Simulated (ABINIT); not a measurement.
# BaTiO3 (Barioperovskite): G0W0 with ABINIT, start to end, part 3 of 3

Wanted: ground state, empty states, screening and self-energy for BaTiO3 (Barioperovskite).

ABINIT 10.8.3; LDA and many-body steps on it, plane waves. Known limits of the many-body steps: not at the basis limit; no spin-orbit coupling; coarse k mesh.

So far. Step 3 (Bands along the symmetry lines): The gap is 1.820 eV, as in the run before at this level. Step 4 (Empty states on the mesh, 2×2×2 mesh, 132 bands): On this mesh the gap is 1.820 eV.

## Step 5: Screening, 2×2×2 mesh, 120 bands, screening to 106.1 eV

The RPA dielectric matrix is built and inverted for each q.

This step: RPA screening on LDA, plane waves, norm-conserving pseudopotentials.

Contents of run.abi:

```
acell 3*1.0 Angstrom
rprim 
  3.985500000000 0.000000000000 0.000000000000
  0.000000000000 2.836900000000 2.845150000000
  0.000000000000 -2.836900000000 2.845150000000
ntypat 3
znucl 56 22 8
natom 5
typat 1 2 3 3 3
xred 
  0.000000000000 0.000000000000 0.000000000000
  0.500000000000 0.512400000000 0.512400000000
  0.000000000000 0.487400000000 0.487400000000
  0.500000000000 0.505240000000 0.991840000000
  0.500000000000 0.991840000000 0.505240000000
pp_dirpath "pseudos"
pseudos "Ba.upf, Ti.upf, O.upf"
ecut 38
ngkpt 2 2 2
nshiftk 1
shiftk 0 0 0
kptopt 1
chksymbreak 0
istwfk *1
occopt 1
irdwfk 1
optdriver 3
nband 120
ecuteps 3.9
inclvkb 2
awtr 1
symchi 1
indata_prefix "in"
outdata_prefix "out"
tmpdata_prefix "tmp"
```

The run is started by

```console
> OMP_NUM_THREADS=1 mpirun -n 8 abinit run.abi > log
```

Numbers of over 12 decimals in the logs are rounded to 6 here.

What it wrote:

```text
.Version 10.8.3 of ABINIT. v10.8.2 released Aug 2026.

 Symmetries : space group Am m 2 (# 38); Bravais oC (1-face-center ortho.)
[... echo of the input left out ...]
== DATASET  1 ==================================================================
-   mpi_nproc: 8, omp_nthreads: 1 (-1 if OMP is not activated)

--- !DatasetInfo
iteration_state: {dtset: 1, }
dimensions: {natom: 5, nkpt: 6, mband: 120, nsppol: 1, nspinor: 1, nspden: 1, mpw: 4913, }
cutoff_energies: {ecut:  38.0, pawecutdg:  -1.0, }
electrons: {nelect:   4.00000000E+01, charge:   0.00000000E+00, occopt:   1.00000000E+00, tsmear:   1.00000000E-02, }

 SCREENING: Calculation of the susceptibility and dielectric matrices

 Based on a program developped by R.W. Godby, V. Olevano, G. Onida, and L. Reining.
 Incorporated in ABINIT by V. Olevano, G.-M. Rignanese, and M. Torrent.
.Using double precision arithmetic ; gwpc =  8

[... cell and pseudopotentials left out ...]
--------------------------------------------------------------------------------

 ==== K-mesh for the wavefunctions ====
 Number of points in the irreducible wedge :     6
[... list of points left out ...]
 Together with  4 symmetry operations and time-reversal symmetry
 yields     8 points in the full Brillouin Zone.

 ==== Q-mesh for the screening function ====
 Number of points in the irreducible wedge :     6
[... list of points left out ...]
 Together with  4 symmetry operations and time-reversal symmetry
 yields     8 points in the full Brillouin Zone.

 setmesh: FFT mesh size selected  =    27x   27x   27
          total number of points  =        19683

 vcoul_init : cutoff-mode = AUXILIARY_FUNCTION
 q-points for optical limit:   1
     1)      0.000010    0.000020    0.000030

- screening: taking advantage of time-reversal symmetry
- Maximum band index for partially occupied states nbvw = 20
- Remaining bands to be divided among processors   nbcw = 100
- Number of bands treated by each node ~12

 Number of electrons calculated from density =   40.0000; Expected =   40.0000
 average of density, n =  0.092130
 r_s =    1.3735
 omega_plasma =   29.2790 [eV]

 calculating chi0 at frequencies [eV] :
  1    0.000000E+00    0.000000E+00
  2    0.000000E+00    2.927900E+01

--------------------------------------------------------------------------------
  q-point number  1        q = ( 0.000000, 0.000000, 0.000000) [r.l.u.]
--------------------------------------------------------------------------------
[... chi0 elements left out ...]
 For q-point:  0.000010 0.000020 0.000030
  dielectric constant =   9.1867
  dielectric constant without local fields =  10.2078

  Average fulfillment of the sum rule on Im[epsilon] for q-point    1 :     65.13  [%]
[... wings left out ...]
  q-point number  2        q = ( 0.500000, 0.000000, 0.000000) [r.l.u.]
--------------------------------------------------------------------------------
[... chi0 elements left out ...]
  Average fulfillment of the sum rule on Im[epsilon] for q-point    2 :     72.02  [%]

 [... 4 further q-points ...]
```

Wall time 20 s (8 MPI ranks of Arm Neoverse N1, shared host); peak memory 1.3 GiB; 2.6 min of CPU time.

This step gave:

```yaml
eps_infinity_with_local_fields_on_this_mesh_along_the_program_s_q_direction: 9.187
the_same_without_local_fields: 10.21
plasma_frequency: 29.28 eV
plane_waves_in_the_screening_matrix: 171
```

Local fields lower ε∞ by 10 %. On a Γ-centred mesh this coarse the value itself is usually too large, while a short band sum pulls it down.

## Step 6: Self-energy, 2×2×2 mesh, 120 bands, screening to 106.1 eV

The self-energy is evaluated for the states that the input lists, and the levels follow from it, in one-shot runs by the linearised quasiparticle equation.

This step: G0W0 on LDA, plane waves, norm-conserving pseudopotentials.

run.abi: that of step 5 with these lines changed.

```diff
@@ -26,8 +26,25 @@
 irdwfk 1
-optdriver 3
+optdriver 4
 nband 120
+gwcalctyp 0
+ecutsigx 38
+symsigma 1
+nkptgw 6
+kptgw 
+  0.0000000000 0.0000000000 0.0000000000
+  0.5000000000 0.0000000000 0.0000000000
+  0.0000000000 0.5000000000 0.0000000000
+  0.5000000000 0.5000000000 0.0000000000
+  0.0000000000 0.5000000000 0.5000000000
+  0.5000000000 0.5000000000 0.5000000000
+bdgw 
+  12 24
+  12 24
+  12 24
+  12 24
+  12 24
+  12 24
 ecuteps 3.9
-inclvkb 2
-awtr 1
-symchi 1
+irdscr 1
+ppmodel 1
 indata_prefix "in"
```

What it wrote:

```text
.Version 10.8.3 of ABINIT. v10.8.2 released Aug 2026.

 Symmetries : space group Am m 2 (# 38); Bravais oC (1-face-center ortho.)
[... echo of the input left out ...]
== DATASET  1 ==================================================================
-   mpi_nproc: 8, omp_nthreads: 1 (-1 if OMP is not activated)

--- !DatasetInfo
iteration_state: {dtset: 1, }
dimensions: {natom: 5, nkpt: 6, mband: 120, nsppol: 1, nspinor: 1, nspden: 1, mpw: 4913, }
cutoff_energies: {ecut:  38.0, pawecutdg:  -1.0, }
electrons: {nelect:   4.00000000E+01, charge:   0.00000000E+00, occopt:   1.00000000E+00, tsmear:   1.00000000E-02, }

 SIGMA: Calculation of the GW corrections

 Based on a program developped by R.W. Godby, V. Olevano, G. Onida, and L. Reining.
 Incorporated in ABINIT by V. Olevano, G.-M. Rignanese, and M. Torrent.
.Using double precision arithmetic ; gwpc =  8

[... cell and pseudopotentials left out ...]
--------------------------------------------------------------------------------

 ==== K-mesh for the wavefunctions ====
 Number of points in the irreducible wedge :     6
[... list of points left out ...]
 Together with  4 symmetry operations and time-reversal symmetry
 yields     8 points in the full Brillouin Zone.

 ==== Q-mesh for screening function ====
 Number of points in the irreducible wedge :     6
[... list of points left out ...]
 Together with  4 symmetry operations and time-reversal symmetry
 yields     8 points in the full Brillouin Zone.

 vcoul_init : cutoff-mode = AUXILIARY_FUNCTION
 q-points for optical limit:   1
     1)      0.000010    0.000020    0.000030
 setmesh: FFT mesh size selected  =    45x   45x   45
          total number of points  =        91125

 Number of electrons calculated from density =   40.0000; Expected =   40.0000
 average of density, n =  0.092130
 r_s =    1.3735
 omega_plasma =   29.2790 [eV]

 === KS Band Gaps ===
  >>>> For spin  1
   Minimum direct gap =   2.0135 [eV], located at k-point      :   0.0000  0.0000  0.0000
   Fundamental gap    =   1.8203 [eV], Top of valence bands at :   0.5000  0.5000  0.5000
                                       Bottom of conduction at :   0.0000  0.0000  0.0000
 SIGMA fundamental parameters:
 PLASMON POLE MODEL  1
 number of plane-waves for SigmaX                 4913
 number of plane-waves for SigmaC and W            171
 number of plane-waves for wavefunctions          4913
 number of bands                                   120
 number of independent spin polarizations            1
 number of spinorial components                      1
 number of k-points in IBZ                           6
 number of q-points in IBZ                           6
 number of symmetry operations                       4
 number of k-points in BZ                            8
 number of q-points in BZ                            8
 number of frequencies for dSigma/dE                 9
 frequency step for dSigma/dE [eV]                0.25
 number of omega for Sigma on real axis              0
 max omega for Sigma on real axis  [eV]           0.00
 zcut for avoiding poles [eV]                     0.10

 EPSILON^-1 parameters (SCR file):
 dimension of the eps^-1 matrix on file            171
 dimension of the eps^-1 matrix used               171
 number of plane-waves for wavefunctions          4913
 number of bands                                   120
 number of q-points in IBZ                           6
 number of frequencies                               2
 number of real frequencies                          1
 number of imag frequencies                          1

 matrix elements of self-energy operator (all in [eV])

 Perturbative Calculation

--- !SelfEnergy_ee
iteration_state: {dtset: 1, }
kpoint     : [   0.000,    0.000,    0.000, ]
spin       : 1
KS_gap     :    2.014
QP_gap     :    3.654
Delta_QP_KS:    1.641
data: !SigmaeeData |
     Band     E0 <VxcDFT>   SigX SigC(E0)      Z dSigC/dE  Sig(E)    E-E0       E
       12   3.938 -18.552 -23.875   5.090   0.768  -0.302 -18.731  -0.179   3.759
       13   3.938 -18.551 -23.875   5.090   0.768  -0.302 -18.730  -0.180   3.758
       14   3.939 -18.515 -23.884   5.112   0.767  -0.304 -18.712  -0.198   3.742
       15   5.010 -18.592 -23.629   5.064   0.767  -0.303 -18.572   0.020   5.030
       16   5.066 -18.631 -23.720   5.095   0.764  -0.308 -18.627   0.005   5.071
       17   5.121 -18.624 -23.783   5.157   0.754  -0.326 -18.625  -0.001   5.120
       18   5.887 -19.751 -24.214   4.611   0.769  -0.300 -19.637   0.114   6.001
       19   5.996 -20.001 -24.808   4.921   0.769  -0.301 -19.913   0.088   6.084
       20   6.041 -20.043 -24.928   4.984   0.770  -0.299 -19.967   0.076   6.118
       21   8.055 -18.717 -10.996  -5.526   0.782  -0.279 -17.000   1.717   9.772
[...]
--- !SelfEnergy_ee
iteration_state: {dtset: 1, }
kpoint     : [   0.500,    0.000,    0.000, ]
spin       : 1
KS_gap     :    2.790
QP_gap     :    4.541
Delta_QP_KS:    1.751
data: !SigmaeeData |
     Band     E0 <VxcDFT>   SigX SigC(E0)      Z dSigC/dE  Sig(E)    E-E0       E
[...]
--- !SelfEnergy_ee
iteration_state: {dtset: 1, }
kpoint     : [   0.000,    0.500,    0.000, ]
spin       : 1
KS_gap     :    2.807
QP_gap     :    4.538
Delta_QP_KS:    1.731
data: !SigmaeeData |
     Band     E0 <VxcDFT>   SigX SigC(E0)      Z dSigC/dE  Sig(E)    E-E0       E
[...]
--- !SelfEnergy_ee
iteration_state: {dtset: 1, }
kpoint     : [   0.500,    0.500,    0.000, ]
spin       : 1
KS_gap     :    3.652
QP_gap     :    5.315
Delta_QP_KS:    1.664
data: !SigmaeeData |
     Band     E0 <VxcDFT>   SigX SigC(E0)      Z dSigC/dE  Sig(E)    E-E0       E
[...]
--- !SelfEnergy_ee
iteration_state: {dtset: 1, }
kpoint     : [   0.000,    0.500,    0.500, ]
spin       : 1
KS_gap     :    3.689
QP_gap     :    5.373
Delta_QP_KS:    1.684
data: !SigmaeeData |
     Band     E0 <VxcDFT>   SigX SigC(E0)      Z dSigC/dE  Sig(E)    E-E0       E
[...]
--- !SelfEnergy_ee
iteration_state: {dtset: 1, }
kpoint     : [   0.500,    0.500,    0.500, ]
spin       : 1
KS_gap     :    4.196
QP_gap     :    5.888
Delta_QP_KS:    1.692
data: !SigmaeeData |
     Band     E0 <VxcDFT>   SigX SigC(E0)      Z dSigC/dE  Sig(E)    E-E0       E
[...]
20   6.235 -19.782 -24.697   5.086   0.764  -0.308 -19.651   0.131   6.366
       21  10.430 -21.543 -13.141  -5.926   0.736  -0.358 -19.720   1.823  12.254
       22  10.473 -21.630 -13.114  -6.048   0.736  -0.358 -19.813   1.817  12.290
       23  10.485 -21.628 -13.084  -6.062   0.748  -0.337 -19.772   1.856  12.340
       24  12.852 -13.081  -7.313  -4.484   0.828  -0.207 -12.018   1.063  13.915

 New Fermi energy :        2.965188E-01 Ha ,    8.068688E+00 eV

 === QP Band Gaps ===
  >>>> For spin  1
   Minimum direct gap =   3.6541 [eV], located at k-point      :   0.0000  0.0000  0.0000
   Fundamental gap    =   3.4063 [eV], Top of valence bands at :   0.5000  0.5000  0.5000
                                       Bottom of conduction at :   0.0000  0.0000  0.0000

== END DATASET(S) ==============================================================
================================================================================

 -outvars: echo values of variables after computation  --------
           etotal      0.0000000000E+00
            nband         120
             nkpt           6
          spgroup          38
 [... the other variables as echoed above ...]

 Calculation completed.
```

The job ended after 32 s (8 MPI ranks; peak memory 1.8 GiB).

This step gave:

| Item | Value |
| --- | --- |
| G0W0 gap on the mesh | 3.406 eV |
| starting gap on the mesh | 1.820 eV |
| k of the valence top | 0.5, 0.5, 0.5 |
| k of the conduction bottom | 0, 0, 0 |
| Z at the valence top | 0.764 |
| Z at the conduction bottom | 0.782 |
| least direct G0W0 gap on the computed points | 3.654 eV |

The gap on the mesh goes from 1.82 eV to 3.41 eV, a correction of +1.59 eV.

Limits: finite bands, cutoff and mesh; no spin-orbit coupling; coarse k mesh. v1 is the top filled band, c1 the lowest empty one. The levels before and after the correction (eV, zero at the valence-band top of each column):

```
           conduction bottom  valence top
Kohn-Sham               1.82         0.00
     G0W0               3.41         0.00
```

```
                      level  energy (eV)
Kohn-Sham              Γ v3       -0.348
Kohn-Sham              Γ v2       -0.239
Kohn-Sham              Γ v1       -0.193
Kohn-Sham              Γ c1        1.820
Kohn-Sham              Γ c2        1.884
Kohn-Sham              Γ c3        2.045
Kohn-Sham  (0.5 0.5 0.5) v3       -0.047
Kohn-Sham  (0.5 0.5 0.5) v2       -0.010
Kohn-Sham  (0.5 0.5 0.5) v1        0.000
Kohn-Sham  (0.5 0.5 0.5) c1        4.196
Kohn-Sham  (0.5 0.5 0.5) c2        4.238
Kohn-Sham  (0.5 0.5 0.5) c3        4.250
     G0W0              Γ v3       -0.365
     G0W0              Γ v2       -0.282
     G0W0              Γ v1       -0.248
     G0W0              Γ c1        3.406
     G0W0              Γ c2        3.456
     G0W0              Γ c3        3.593
     G0W0  (0.5 0.5 0.5) v3       -0.058
     G0W0  (0.5 0.5 0.5) v2       -0.009
     G0W0  (0.5 0.5 0.5) v1        0.000
     G0W0  (0.5 0.5 0.5) c1        5.888
     G0W0  (0.5 0.5 0.5) c2        5.924
     G0W0  (0.5 0.5 0.5) c3        5.974
```

## Step 7: Where the time went

Times are wall times on the hardware named with each run, good to a factor of about two.

```
                          step  time  share  memory (GiB)
                  ground state  88 s   37 %           0.7
bands along the symmetry lines  61 s   25 %          0.72
      empty states on the mesh  40 s   17 %          0.49
                     screening  20 s    8 %           1.3
                   self-energy  32 s   13 %           1.8
```

## Step 8: Outcome

```
LDA gap              : 1.82 eV, indirect
G0W0 gap on the mesh : 3.41 eV
GW settings          : 2×2×2 mesh, 120 bands, screening to 106.1 eV, Godby-Needs plasmon pole
known limits         : not at the basis limit; no spin-orbit coupling; coarse k mesh
```

What this shows: G0W0 moves the gap on the mesh from 1.82 eV to 3.41 eV (+1.59 eV), with Z of 0.76 and 0.78 at the edges. Local fields lower the RPA ε∞ on this mesh from 10.21 to 9.19; a Γ-centred mesh this coarse tends to raise both, most where the direct gap is narrow, while a short band sum lowers them. Bands and cutoff are finite, so the gap is not at the basis limit. The miss can reach some tenths of an eV and take either sign; the mesh is an error of its own. The 2×2×2 mesh is coarse for this cell, which bears on the long-range parts of exchange and screening. The many-body steps are scalar-relativistic: spin-orbit coupling is not in them.

[Paths, hosts, dates, memory and timing lines, banners, echoed tables and standing remarks are left out of the program output.]

[Logs are printed without paths, hosts, clocks, repeated set-up lines and the standing remarks that a program may print on its own settings, such as how far it seeks lower states.]

[Runs of the session that timed out or met a known fault of the program may be left out.]

[Hosts, paths, dates, database ids (printed as entryN), source tags and the programs' standing remarks are cut or masked in the printed files.]

[G0W0 gaps are taken among the corrected bands and points alone; a level outside them can change the order at an edge.]

[Where Ansatz stands beside ABINIT at settings called matched, ABINIT's density can come from a denser mesh and the files from another edition; pairs whose starting gaps differed by over 0.03 eV were left out, so agreement reads better than it is.]
